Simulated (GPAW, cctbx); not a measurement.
# MgAl2Rh3: deformation density and structure factors from DFT

Aim: compute the bonding part of the density of MgAl2Rh3, find which reflections carry it, and see how it biases an ordinary refinement.

The start was made by putting kin elements into a known structure type; the compound need not exist, or be stable, in this form. All numbers below are calculated.

**1. Find the equilibrium geometry**

The density hangs on the geometry, so cell and atoms are relaxed first, with the symmetry held. The cutoff is set higher than for the density because stress converges slowly with plane waves.

Settings: GPAW 26.7.0, PBE, 570 eV, 6×4×4 k-points (along the axes of the calculation cell), Fermi–Dirac width 0.1 eV, BFGS to 0.03 eV/Å.

```text
cell
1.0
     0.000000000    0.000000000    2.913000000
     5.679000000    0.000000000    0.000000000
    -2.839500000    4.918158268    0.000000000
Rh Al Mg
3 2 1
Direct
0.500000000 0.000000000 0.500000000
0.500000000 0.500000000 0.500000000
0.500000000 0.500000000 0.000000000
0.000000000 0.666666667 0.333333333
0.000000000 0.333333333 0.666666667
0.000000000 0.000000000 0.000000000
```

```console
$ OMP_NUM_THREADS=1 mpirun -n 4 gpaw python run.py > gpaw.log
```

```text
BFGS:    0      -29.876358        6.201007
BFGS:    1      -30.752951        5.266000
BFGS:    2      -31.896805        3.841846
BFGS:    3      -32.667937        2.603837
...
BFGS:   14      -33.843292        0.810547
BFGS:   15      -33.919442        0.337431
BFGS:   16      -33.933568        0.026918
cell  3.7841 5.5455 5.5455  120.00 90.00 90.00
volume 100.781 A^3, largest force 0.000 eV/A, largest stress 0.26 GPa
```

The cell moved far, while the k-mesh and basis were chosen for the start, so the final shape may be somewhat biased.

After 16 steps the volume has changed by +23.9 % and the energy by -4.057 eV; the largest stress left is 0.26 GPa. It took 3.6 min on 4 cores of Arm Neoverse V1 (shared host), peak memory 1.1 GiB.

Relaxed structure: P6/mmm (no. 191), a = 5.5455 Å, b = 5.5455 Å, c = 3.7841 Å, α = 90.00°, β = 90.00°, γ = 120.00°.

| atom | mult. | x | y | z |
| --- | --- | --- | --- | --- |
| Rh1 | 3 | 0 | 1/2 | 1/2 |
| Al1 | 2 | 2/3 | 1/3 | 0 |
| Mg1 | 1 | 0 | 0 | 0 |

**2. The all-electron density**

X-rays see the whole electron density, so the PAW density is rebuilt with its core regions. Subtracting spherical free atoms from the same code cancels the cores and leaves the deformation density Δρ, the part due to bonding.

Settings: PBE, 450 eV, 6×5×5 k-points (along the axes of the calculation cell), Fermi–Dirac width 0.1 eV; primitive cell of 6 atoms.

```console
$ OMP_NUM_THREADS=1 mpirun -n 4 gpaw python run.py > gpaw.log
```

```text
|iter:   1|       0s |  -35.244722 | +0.33 |       |
|iter:   2|       1s |  -35.015055 | -1.64 | -1.15 |
|iter:   3|       2s |  -34.188749 | -0.95 | -1.19 |
...
|iter:   9|       7s |  -33.852625c| -6.00 | -4.33c|
|iter:  10|       8s |  -33.852618c| -6.76 | -4.58c|
|iter:  11|       9s |  -33.852615c| -7.46c| -5.09c|
```

```text
grid (40, 56, 56)  electrons 173.000  moved by bonding 1.308 e
deformation density beyond 0.5 A of the nuclei: max 0.081, min -0.285 e/A^3
atom        x       y       z   Voronoi charge  moment
Rh1    0.5000  0.0000  0.5000     -0.107       0.00
Rh2    0.5000  0.5000  0.5000     -0.107       0.00
Rh3    0.5000  0.5000  0.0000     -0.107       0.00
Al4    0.0000  0.6667  0.3333     -0.055       0.00
Al5    0.0000  0.3333  0.6667     -0.055       0.00
Mg6    0.0000  0.0000  0.0000      0.430       0.00
mean inner potential of superposed free atoms 20.898 V
total magnetic moment 0.000 muB
```

Deformation density in a plane through the shortest contact of the Rh atom at the origin, in 0.01 e/Å³ (clipped at ±99); x from -1.6 to 4.1 Å, y from 2.4 down to -2.4 Å:

```text
  6  -1   .   .   .  -3   3   5   4   3   2   1   0  -3  -5   0
  4  -1  -5   .  -3   1   5   6   5   4   3   2   1  -2  -5  -3
  3   0  -2  -1   2   5   6   5   5   5   4   3   1  -1  -3  -5
  2   2   3   5   6   5   5   5   6   6   4   1  -1  -1  -1  -2
  0   3   3   2   3  -4  -1   5   6   4   0  -3  -5  -3   0   1
  0   4   1 -13   . -13  -6   4   5   0  -4   .  -6  -3   1   2
  1   6   3  -1   .   .   1   5   4  -3   .   .  -4  -1   4   4
  3   6  -1 -15   . -16  -2   4   2  -4  -4   .  -3   3   6   5
  6   6   2  -4   0   3   2   3   2  -1  -3  -1   3   5   6   5
  6   6   5   5   6   6   4   2   2   2   3   5   6   5   5   5
  5   5   6   6   3   0  -2  -1   2   3   3   3   1  -3   2   6
  5   5   6   3  -2  -4  -4  -4   2   4  -1 -13   . -15  -2   6
  4   5   4   0  -4   .   .  -3   3   5   1   .   .   .   3   6
```

Atoms in or within 0.15 Å of the plane: Rh (2.9, -2.4), Rh (0.0, 0.0), Al (0.4, -2.4), Al (2.5, 0.0), Al (-0.4, 2.4) Å. Dots mark points within about 0.45 Å of a nucleus; large values next to them are atomic features.

Rh gains most (-0.11 e) and Mg loses most (+0.43 e), as electronegativity suggests. Along the shortest contact from the Rh atom at the map's origin, Rh–Al at 2.48 Å, Δρ is +0.06 e/Å³ at the midpoint: a modest build-up. At the midpoints of other shortest contacts it is +0.05 (Rh–Rh, 2.77 Å), +0.02 (Al–Al, 3.20 Å), -0.01 (Al–Mg, 3.20 Å) and +0.01 (Rh–Mg, 3.36 Å) e/Å³. Point values carry grid noise of about 0.01 e/Å³. The run needed 11 iterations, 16 s.

**3. Structure factors**

The Fourier components of Δρ, added to those of the free atoms, give the static X-ray structure factors; the Mott–Bethe relation turns them into the Fourier components V of the potential that fast electrons feel.

```text
static structure factors of the conventional cell: F in electrons, V (Mott-Bethe) in volts
   h  k  l      d  |F| table  |F| free   |F| DFT   change   |V| free  |V| DFT  change %
   1  0  0  4.8025    42.355    42.333    42.668    0.334     3.846    3.496     -9.1
   0  0  1  3.7841    89.439    89.258    89.523    0.265     5.042    4.869     -3.4
   1  0  1  2.9723    37.449    37.382    37.234   -0.148     2.659    2.718      2.2
   1  1  0  2.7728     9.250     9.162     9.218    0.056     0.756    0.776      2.6
   2  0  0  2.4013   106.417   106.232   105.839   -0.393     7.282    7.385      1.4
   1  1  1  2.2366    60.777    60.708    60.410   -0.298     5.072    5.139      1.3
   2  0  1  2.0275   100.734   100.634   100.145   -0.489     6.612    6.704      1.4
   0  0  2  1.8921   121.969   121.837   120.917   -0.920     8.330    8.480      1.8
   2  1  0  1.8152    32.315    32.305    32.243   -0.063     2.052    2.062      0.5
   1  0  2  1.7604    31.883    31.878    31.568   -0.310     1.990    2.034      2.2
   2  1  1  1.6366    29.976    29.963    29.925   -0.038     1.710    1.715      0.3
   3  0  0  1.6008     7.328     7.394     7.250   -0.144     0.046    0.029    -36.5
   1  1  2  1.5629     7.235     7.307     7.307    0.000     0.034    0.034      0.2
   2  0  2  1.4861    86.433    86.463    86.363   -0.100     4.775    4.785      0.2
```

The largest X-ray change is -0.92 e on 002, 0.8 % of |F|. For electrons V goes as (Z − F)/g², so a change of F counts against Z − F, which is small at low angle and wherever the atoms' terms cancel: |V| of 100 moves by -9.1 % (3.85 to 3.50 V) against +0.8 % in |F|. The tabulated Hartree–Fock atoms differ from the free DFT atoms by up to 0.19 e, so the choice of reference atom matters too.

**4. The functional ladder**

The same geometry is run with other functionals, to see whether the bonding signal is larger than the spread between approximations. Free atoms are LDA for LDA and PBE otherwise. Any other changed setting is in the row's label.

| run | ΔF 002 (e) | ΔF 201 (e) | ΔF 200 (e) | q(Rh) (e) | moved (e) | time |
| --- | --- | --- | --- | --- | --- | --- |
| PBE | -0.920 | -0.489 | -0.393 | -0.107 | 1.308 | 16 s |
| LDA | -0.941 | -0.489 | -0.382 | -0.115 | 1.307 | 15 s |
| revPBE | -0.906 | -0.485 | -0.381 | -0.112 | 1.312 | 17 s |

At the base's settings ΔF(002) spans -0.941 to -0.906 e, a spread of 4 % of the PBE value; over the three listed reflections the spread is at most 4 %, so sign and size hold across the functionals. Times are from shared hosts.

**5. Refining ordinary atoms against data with bonding**

Routine crystallography fits spherical atoms. To see the bias, intensities are simulated from tabulated atoms plus the DFT change ΔF, so that bonding alone can misfit (3362 reflections of the full sphere, merged to the counts below, to 0.5 Å, 0.5 % proportional noise plus counting noise, assumed isotropic U as listed, Δρ smeared by the mean U) and refined with cctbx over different ranges.

| range | data | R1 | GooF | U Rh1 (true 0.0084) | U Al1 (true 0.0127) | U Mg1 (true 0.013) | largest shift (Å) | Δρ max, min (e/Å³) |
| --- | --- | --- | --- | --- | --- | --- | --- | --- |
| all data | 206 | 0.0030 | 1.12 | 0.0084 | 0.0127 | 0.0130 | 0.0000 | 0.16, -0.19 |
| low resolution, d > 0.84 | 54 | 0.0028 | 1.43 | 0.0082 | 0.0125 | 0.0128 | 0.0000 | 0.12, -0.11 |
| high order, d < 0.75 | 135 | 0.0027 | 0.86 | 0.0084 | 0.0127 | 0.0130 | 0.0000 | 0.11, -0.12 |
| occupancies free, d > 0.7 | 85 | 0.0028 | 1.34 | 0.0083 | 0.0125 | 0.0131 | 0.0000 | 0.15, -0.14 |

With all data GooF is 1.12, diluted by the many high-angle data; the misfit shows at low resolution; the top residual peak, near noise level, lies 1.60 Å from Rh and 1.60 Å from Rh, between them. No U is off by more than 3 s.u. at low resolution. Symmetry fixes every coordinate, so the shifts are zero by construction. With Rh1 held at 1 and the scale free, the other occupancies refine to Al1 0.999(0.003) and Mg1 1.004(0.005), within three s.u. of full.

**6. Answer**

Bonding moves 1.31 e in the primitive cell of MgAl2Rh3 and changes the structure factors of the conventional cell in the table above by at most 0.92 e (002, 0.8 %), and among reflections above 2 % of the strongest by up to 1.9 % (300). The shortest bond, Rh–Al, has Δρ = +0.06 e/Å³ at its midpoint. At the base's settings ΔF(002) spans -0.941 to -0.906 e, a spread of 4 % of the PBE value; over the three listed reflections the spread is at most 4 %, so sign and size hold across the functionals. With all data GooF is 1.12, diluted by the many high-angle data. Limits: static density, frozen cores, no spin–orbit coupling.

[Outputs are excerpts: Python notices, other lines and further rows are left out; steps that failed or that the build refused (PBEsol, TPSS) are not shown.]

[Logs are printed without paths, hosts, clocks, repeated set-up lines and the standing remarks that a program may print on its own settings, such as how far it seeks lower states.]
